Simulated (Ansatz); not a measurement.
# K2Mn: relaxing a made-up structure, part 2 of 2

This structure for K2Mn is made up. Its elements were placed in a known structure type with a cell scaled to their sizes. What cell does the guess relax to, and how far off was it?

Ansatz 0.2.0; DFT, PBEsol, plane-wave PAW, files of the set soft_1, scalar-relativistic, ferromagnetic start, cell and ions relaxed at zero pressure; PAW set soft_1 (the session's first sound run).

So far: Set-up; Relaxation of the guess. The relaxed cell has a = 3.888, c = 17.443 Å (conventional setting).

## 3. Electronic structure of the relaxed cell

A second self-consistent run takes a narrower smearing and the mesh shown in its input; the bands follow along the standard path of the relaxed lattice.

This step: DFT, PBEsol, plane-wave PAW, files of the set soft_1, scalar-relativistic, ferromagnetic start, bands and density of states at the relaxed cell; PAW set soft_1 (Ansatz 0.2.0).

File input.yaml:

```yaml
crystal:
  lattice:
    - [-1.943895922, 1.943895922, 8.7213674799]
    - [1.943895922, -1.943895922, 8.7213674799]
    - [1.943895922, 1.943895922, -8.7213674799]
  atoms:
    - { symbol: Mn, position: [0.0, 0.0, 0.0], spin: 4.5 }
    - { symbol: K, position: [0.3629147835, 0.3629147835, 0.0] }
    - { symbol: K, position: [0.6370852165, 0.6370852165, 0.0] }
magnetization:
  spin_polarized: true
kpoints:
  mp_grid: { grid: [12, 12, 12] }
  band_path:
    path:
      - [[0.0, 0.0, 0.0], [0.0, 0.0, 0.5], [-0.02483973, 0.02483973, 0.5], [-0.26241986, 0.26241986, 0.26241986], [0.0, 0.0, 0.0], [0.5, 0.5, -0.5], [0.26241986, 0.73758014, -0.26241986], [0.0, 0.5, 0.0], [0.25, 0.25, 0.25], [0.5, 0.5, -0.02483973], [0.5, 0.5, -0.5]]
      - [[0.0, 0.0, 0.5], [0.25, 0.25, 0.25]]
    npoints: 7
scf:
  occupations: { method: fermi_dirac, width: 0.03 }
  n_extra_bands: 10
hamiltonian:
  xc: pbesol
  pseudopotentials: { kind: paw, azcp: { folder: soft_1 }, xc_functional: pbe }
output:
  forces: true
  stress: true
  write_bands: true
  dos: { projected: true }
  write_density: true
  write_potential: true
  elf: true
  volumetric_format: npy
```

Command:

```sh
ansatz run input.yaml --threads 4 --pin off --max-ram 8192MiB --backend cpu --events-out ev --progress --plain --runs-dir out
```

Numbers of over 12 decimals in the logs are rounded to 6 here.

The log of the run:

```text
[...]
Crystal: 3 atoms, lattice volume = 131.823 Å³
Basis set: ecut = 420 eV, 2593 PW (Γ), FFT grids on a1−a2, a2, a1+a3, exchange–correlation on 80×128×54 points (8 copies of the dense FFT grid, shifted against one another)
Bands: 27, of which v1, the nominal top of the filled ones, is band 17 counted from 1 (16 counted from 0)
Symmetry: 16 space group operations
[...]
k-points: 163 of 1728
[...]
Starting moments: Σ|m| = 4.5 μB on 1 of 3 sites
[...]
SCF iter  12: F=-6897.964247 eV  HF=-6897.964247 eV  |F-HF|=2.96e-9  |Δ(HF+E_count)|=  8.52e-10  Δρ=7.68e-7 (↑6.85e-7 ↓7.68e-7)  dr2=3.40e-9  dr2_m=5.07e-11  M=4.504 μB ∫|m|=4.759 μB  ethr=3.22e-11  ⟨swp⟩=4.8  Hψ=34525  notcnv=0
SCF 1 converged in 12 iterations: F = -6897.964247 eV  dr2 = 3.40e-9
[...]
NSCF: frozen V_eff on 79 k-points
SCF converged after 12 iterations
an eigenvalue changed by more than its tolerance at an iteration that met the thresholds in force, so the SCF went on 1 time: the last check found none over its tolerance
Magnetization: 4.5045 μB (18.7522 up, 14.2478 down)
Absolute magnetization: 4.7587 μB (∫|ρ↑−ρ↓|, with the PAW one-centre terms)
[...]
Per-site moments (μB) at R_I (Å): [(4.566400, 1.502940), (-0.022287, 1.502940), (-0.022287, 1.502940)]
Free energy (F): -6897.964247 eV
[...]
Internal energy: -6897.953047 eV  (E = F + TS)
E sigma→0 (E₀):  -6897.958647 eV
Entropy (-TS):   -0.011200 eV (-3.733 meV/atom)
Fermi energy:    3.832883 eV
[...]
--- Forces (eV/Å), atoms counted from 1 ---
  atom   1  Mn     0.00000000     0.00000000     0.00000000
  atom   2  K     -0.00000000    -0.00000000     0.00098857
  atom   3  K     -0.00000000    -0.00000000    -0.00098857
  max |Σ_I F_I| component: 4.34e-18 eV/Å
--- Stress (GPa, compression-positive) ---
        0.046332       0.000000      -0.000000
        0.000000       0.046332       0.000000
        0.000000      -0.000000       0.004342
  P = ⅓ Tr σ = 0.0323 GPa (0.323 kbar)
--- Band table (eV; the first three rows and the last of 326) ---
  k-point 0 ↑: bands = [... 13 lower, 0.3753, 0.4969, 0.6390, 0.6390, 0.8310, 2.8611, 3.0327, 7.2189, ... 6 higher]
  k-point 1 ↑: bands = [... 13 lower, 0.3997, 0.5146, 0.6200, 0.6277, 0.8139, 3.0427, 3.1384, 7.2162, ... 6 higher]
  k-point 2 ↑: bands = [... 13 lower, 0.4716, 0.5575, 0.5780, 0.5971, 0.7723, 3.4616, 3.5370, 6.5964, ... 6 higher]
  k-point 162 ↓: bands = [... 13 lower, 1.9034, 3.6968, 3.9974, 4.5915, 4.5915, 4.7491, 5.1552, 5.9160, ... 6 higher]
```

Elapsed: 41 s, on 4 threads of Arm Neoverse V1, shared host; peak memory 1 GiB.

The column dr2 measures how far the density is from self-consistency, as an energy; F and HF (Harris–Foulkes) agree once it is small.

This step gave:

```yaml
free_energy: -6897.9642 eV
energy_at_zero_smearing: -6897.9586 eV
smearing_term_ts: 0.01120 eV
fermi_energy: 3.833 eV
magnetization: 4.504 μB
absolute_magnetization: 4.759 μB
site_moments: 4.566, -0.02229, -0.02229 μB
pressure: 0.03234 GPa
```

From bands.tsv, the bands that come nearest the Fermi level along the path, at its corners, in eV from the Fermi level:

```tsv
point	band_17_up	band_18_up	band_19_up	band_12_dn	band_13_dn	band_14_dn	band_15_dn	band_16_dn
Γ	-3.00	-0.97	-0.80	-3.49	-0.95	-0.87	0.17	0.43
X	-0.44	0.68	0.69	-0.32	-0.12	0.29	0.29	1.13
Y	-0.51	0.70	0.73	-0.33	-0.13	0.29	0.29	1.06
S	-1.90	-0.66	0.46	-1.54	-0.44	-0.09	0.31	0.64
Γ	-3.00	-0.97	-0.80	-3.49	-0.95	-0.87	0.17	0.43
Z	-3.00	-1.93	1.09	-3.33	-1.93	-0.14	0.16	0.76
S1	-1.90	-0.66	0.46	-1.54	-0.44	-0.09	0.31	0.64
N	-1.86	-0.73	0.75	-1.51	-0.48	-0.04	0.31	0.64
P	-0.44	0.69	0.69	-0.31	-0.13	0.29	0.29	1.13
Y1	-0.51	0.70	0.73	-0.33	-0.13	0.29	0.29	1.06
Z	-3.00	-1.93	1.09	-3.33	-1.93	-0.14	0.16	0.76
X	-0.44	0.68	0.69	-0.32	-0.12	0.29	0.29	1.13
P	-0.44	0.69	0.69	-0.31	-0.13	0.29	0.29	1.13
```

Site moment by atom:

```
atom  site moment (μB)
 Mn1              4.57
  K2             -0.02
  K3             -0.02
```

Spin density in the ab plane of the cell as run, not the conventional one, at fractional z = 0.000, with atoms of Mn and K within 0.2 Å of it.

Values in e/Å³, 13 rows by 16 columns, each cell a mean:
```
4.5 2.1 0.2 0.0 0.0 0.0 0.0 0.0 0.0 0.0 0.0 0.0 0.0 0.0 0.1 0.9
0.3 0.9 0.4 0.1 0.0 0.0 0.0 0.0 0.0 0.0 0.0 0.0 0.0 0.0 0.0 0.0
0.0 0.1 0.1 0.1 0.0 0.0 0.0 0.0 0.0 0.0 0.0 0.0 0.0 0.0 0.0 0.0
0.0 0.0 0.0 0.0 0.0 0.0 0.0 0.0 0.0 0.0 0.0 0.0 0.0 0.0 0.0 0.0
0.0 0.0 0.0 0.0 0.0 0.0 0.0 0.0 0.0 0.0 0.0 0.0 0.0 0.0 0.0 0.0
0.0 0.0 0.0 0.0 0.0 0.0 0.0 0.0 0.0 0.0 0.0 0.0 0.0 0.0 0.0 0.0
0.0 0.0 0.0 0.0 0.0 0.0 0.0 0.0 0.0 0.0 0.0 0.0 0.0 0.0 0.0 0.0
0.0 0.0 0.0 0.0 0.0 0.0 0.0 0.0 0.0 0.0 0.0 0.0 0.0 0.0 0.0 0.0
0.0 0.0 0.0 0.0 0.0 0.0 0.0 0.0 0.0 0.0 0.0 0.0 0.0 0.0 0.0 0.0
0.0 0.0 0.0 0.0 0.0 0.0 0.0 0.0 0.0 0.0 0.0 0.0 0.0 0.0 0.0 0.0
0.0 0.0 0.0 0.0 0.0 0.0 0.0 0.0 0.0 0.0 0.0 0.0 0.1 0.2 0.2 0.0
0.1 0.0 0.0 0.0 0.0 0.0 0.0 0.0 0.0 0.0 0.0 0.0 0.0 0.3 1.1 1.0
3.3 0.3 0.0 0.0 0.0 0.0 0.0 0.0 0.0 0.0 0.0 0.0 0.0 0.1 0.9 4.9
```
Columns run along a (9.1 Å), rows up along b (9.1 Å). Atoms in or near the plane, at fractional coordinates: Mn at (0.00, 0.00), K at (0.36, 0.36), K at (0.64, 0.64).

Valence density in the ab plane of the cell as run, not the conventional one, at fractional z = 0.000, with atoms of Mn and K within 0.2 Å of it. It is the smooth field of the valence electrons, not physical close to the nuclei.

Values in e/Å³, 13 rows by 16 columns, each cell a mean:
```
15  7  1  0  0  0  0  0  0  0  0  0  0  0  0  3
 1  3  1  0  0  0  0  0  0  0  0  0  0  0  0  0
 0  0  0  0  0  0  0  1  1  0  0  0  0  0  0  0
 0  0  0  0  0  0  0  0  2  3  1  0  0  0  0  0
 0  0  0  0  0  0  0  0  1  3  4  2  0  0  0  0
 0  0  0  0  0  0  0  0  0  1  3  3  1  0  0  0
 0  0  0  1  2  1  0  0  0  0  0  1  1  0  0  0
 0  0  0  0  3  4  2  0  0  0  0  0  0  0  0  0
 0  0  0  0  1  3  4  2  0  0  0  0  0  0  0  0
 0  0  0  0  0  0  2  2  1  0  0  0  0  0  0  0
 0  0  0  0  0  0  0  0  1  0  0  0  0  0  0  0
 0  0  0  0  0  0  0  0  0  0  0  0  0  1  4  3
11  1  0  0  0  0  0  0  0  0  0  0  0  0  3 17
```
Columns run along a (9.1 Å), rows up along b (9.1 Å). Atoms in or near the plane, at fractional coordinates: Mn at (0.00, 0.00), K at (0.36, 0.36), K at (0.64, 0.64).

ELF of down spins in the ab plane of the cell as run, not the conventional one, at fractional z = 0.000, with atoms of Mn and K within 0.2 Å of it. It is the smooth field of the valence electrons, not physical close to the nuclei.

Ten even steps from '_' (0.05) to '@' (0.87), each cell a mean:
```
@@@@**..::++==::__________..::::::..::--++##**::::##
**%%%%==__--==::____________..::------==++**##**::::
..==**++..__--::______....______::--====++**####**--
--....::..__::--..__..==++==::____..--==++++**######
**==..______..--::__..++%%@@##==..__..--==++++++****
==++==::....::====..__--%%@@@@@@**::____--==========
::::::::----==++++--__..**@@@@@@@@##::____--====--::
________..::==++**++::__::%%@@%%%%@@%%--____--==--..
____________..::==++==::__--%%@@##%%@@%%::____::--..
______..::::..__..--====..__--%%@@%%@@@@##..__..::::
..____::++**++--____::==--..__--%%@@@@@@@@++____..::
::____::**@@@@%%++..__::----..__::##@@@@@@##--____::
::..____==%%@@@@@@##::__..--==::__..==##%%##==______
..::..__..**@@@@@@@@%%--__..====--..__::==++--..____
..::::____::%%@@%%##@@%%--__..==++==..____....______
..::--::____--%%@@####@@%%::__::++**++--..__________
..::--==::____--%%@@%%@@@@##..__--++**++==::........
----======::____--##@@@@@@@@++__..==++==--::--------
++++++++++==--____::**%%@@@@##::__::==--......::==++
####**++++++==--..__..--**##**--____--::____..__..==
--######**++====--..____..----::____::--..__--==::..
..--####**++====----::______________..----__::####++
**::::**##**==--::::::::..__________..--++::..++%%%%
@@##::::****==::........::::..______..--****::::##@@
```
Columns run along a (9.1 Å), rows up along b (9.1 Å). Atoms in or near the plane, at fractional coordinates: Mn at (0.00, 0.00), K at (0.36, 0.36), K at (0.64, 0.64).

## 4. Summary of results

| Property | Result |
| --- | --- |
| space group, relaxed | I4/mmm |
| conventional cell | a = 3.888, b = 3.888, c = 17.443 Å; α = 90.0°, β = 90.0°, γ = 90.0° |
| volume per atom | 43.94 Å³ (guess 45.47) |
| total moment | 4.49 μB in the cell of 3 atoms |

What this shows: K2Mn relaxes to I4/mmm with a = 3.888, b = 3.888 and c = 17.443 Å. The guessed volume was 3 % too large. The space group I4/mmm was held in the relaxation, so the end point is a stationary structure within it and may be a saddle against distortions or other arrangements. The input starts from parallel moments, and no other start was typed. Bands cross the Fermi level, so it is a metal or semimetal at this level. On the 12×12×12 mesh with the narrower smearing (relaxed on 8×8×8) the largest force component is 0.001 eV/Å and the largest stress component is 0.046 GPa, within the relaxation's thresholds of 0.015 eV/Å and 0.05 GPa. The cutoff wasn't tested. A vector of the cell changed its length by 32 %, so the starting arrangement is largely lost and the mesh was laid for another shape. No dispersion term is used, so weakly bound directions may come out too long. Nothing here tests whether the compound is stable against decomposition.

[Logs are printed without paths, hosts, clocks, repeated set-up lines and the standing remarks that a program may print on its own settings, such as how far it seeks lower states.]

[Hosts, paths, dates, database ids (printed as entryN), source tags and the programs' standing remarks are cut or masked in the printed files.]
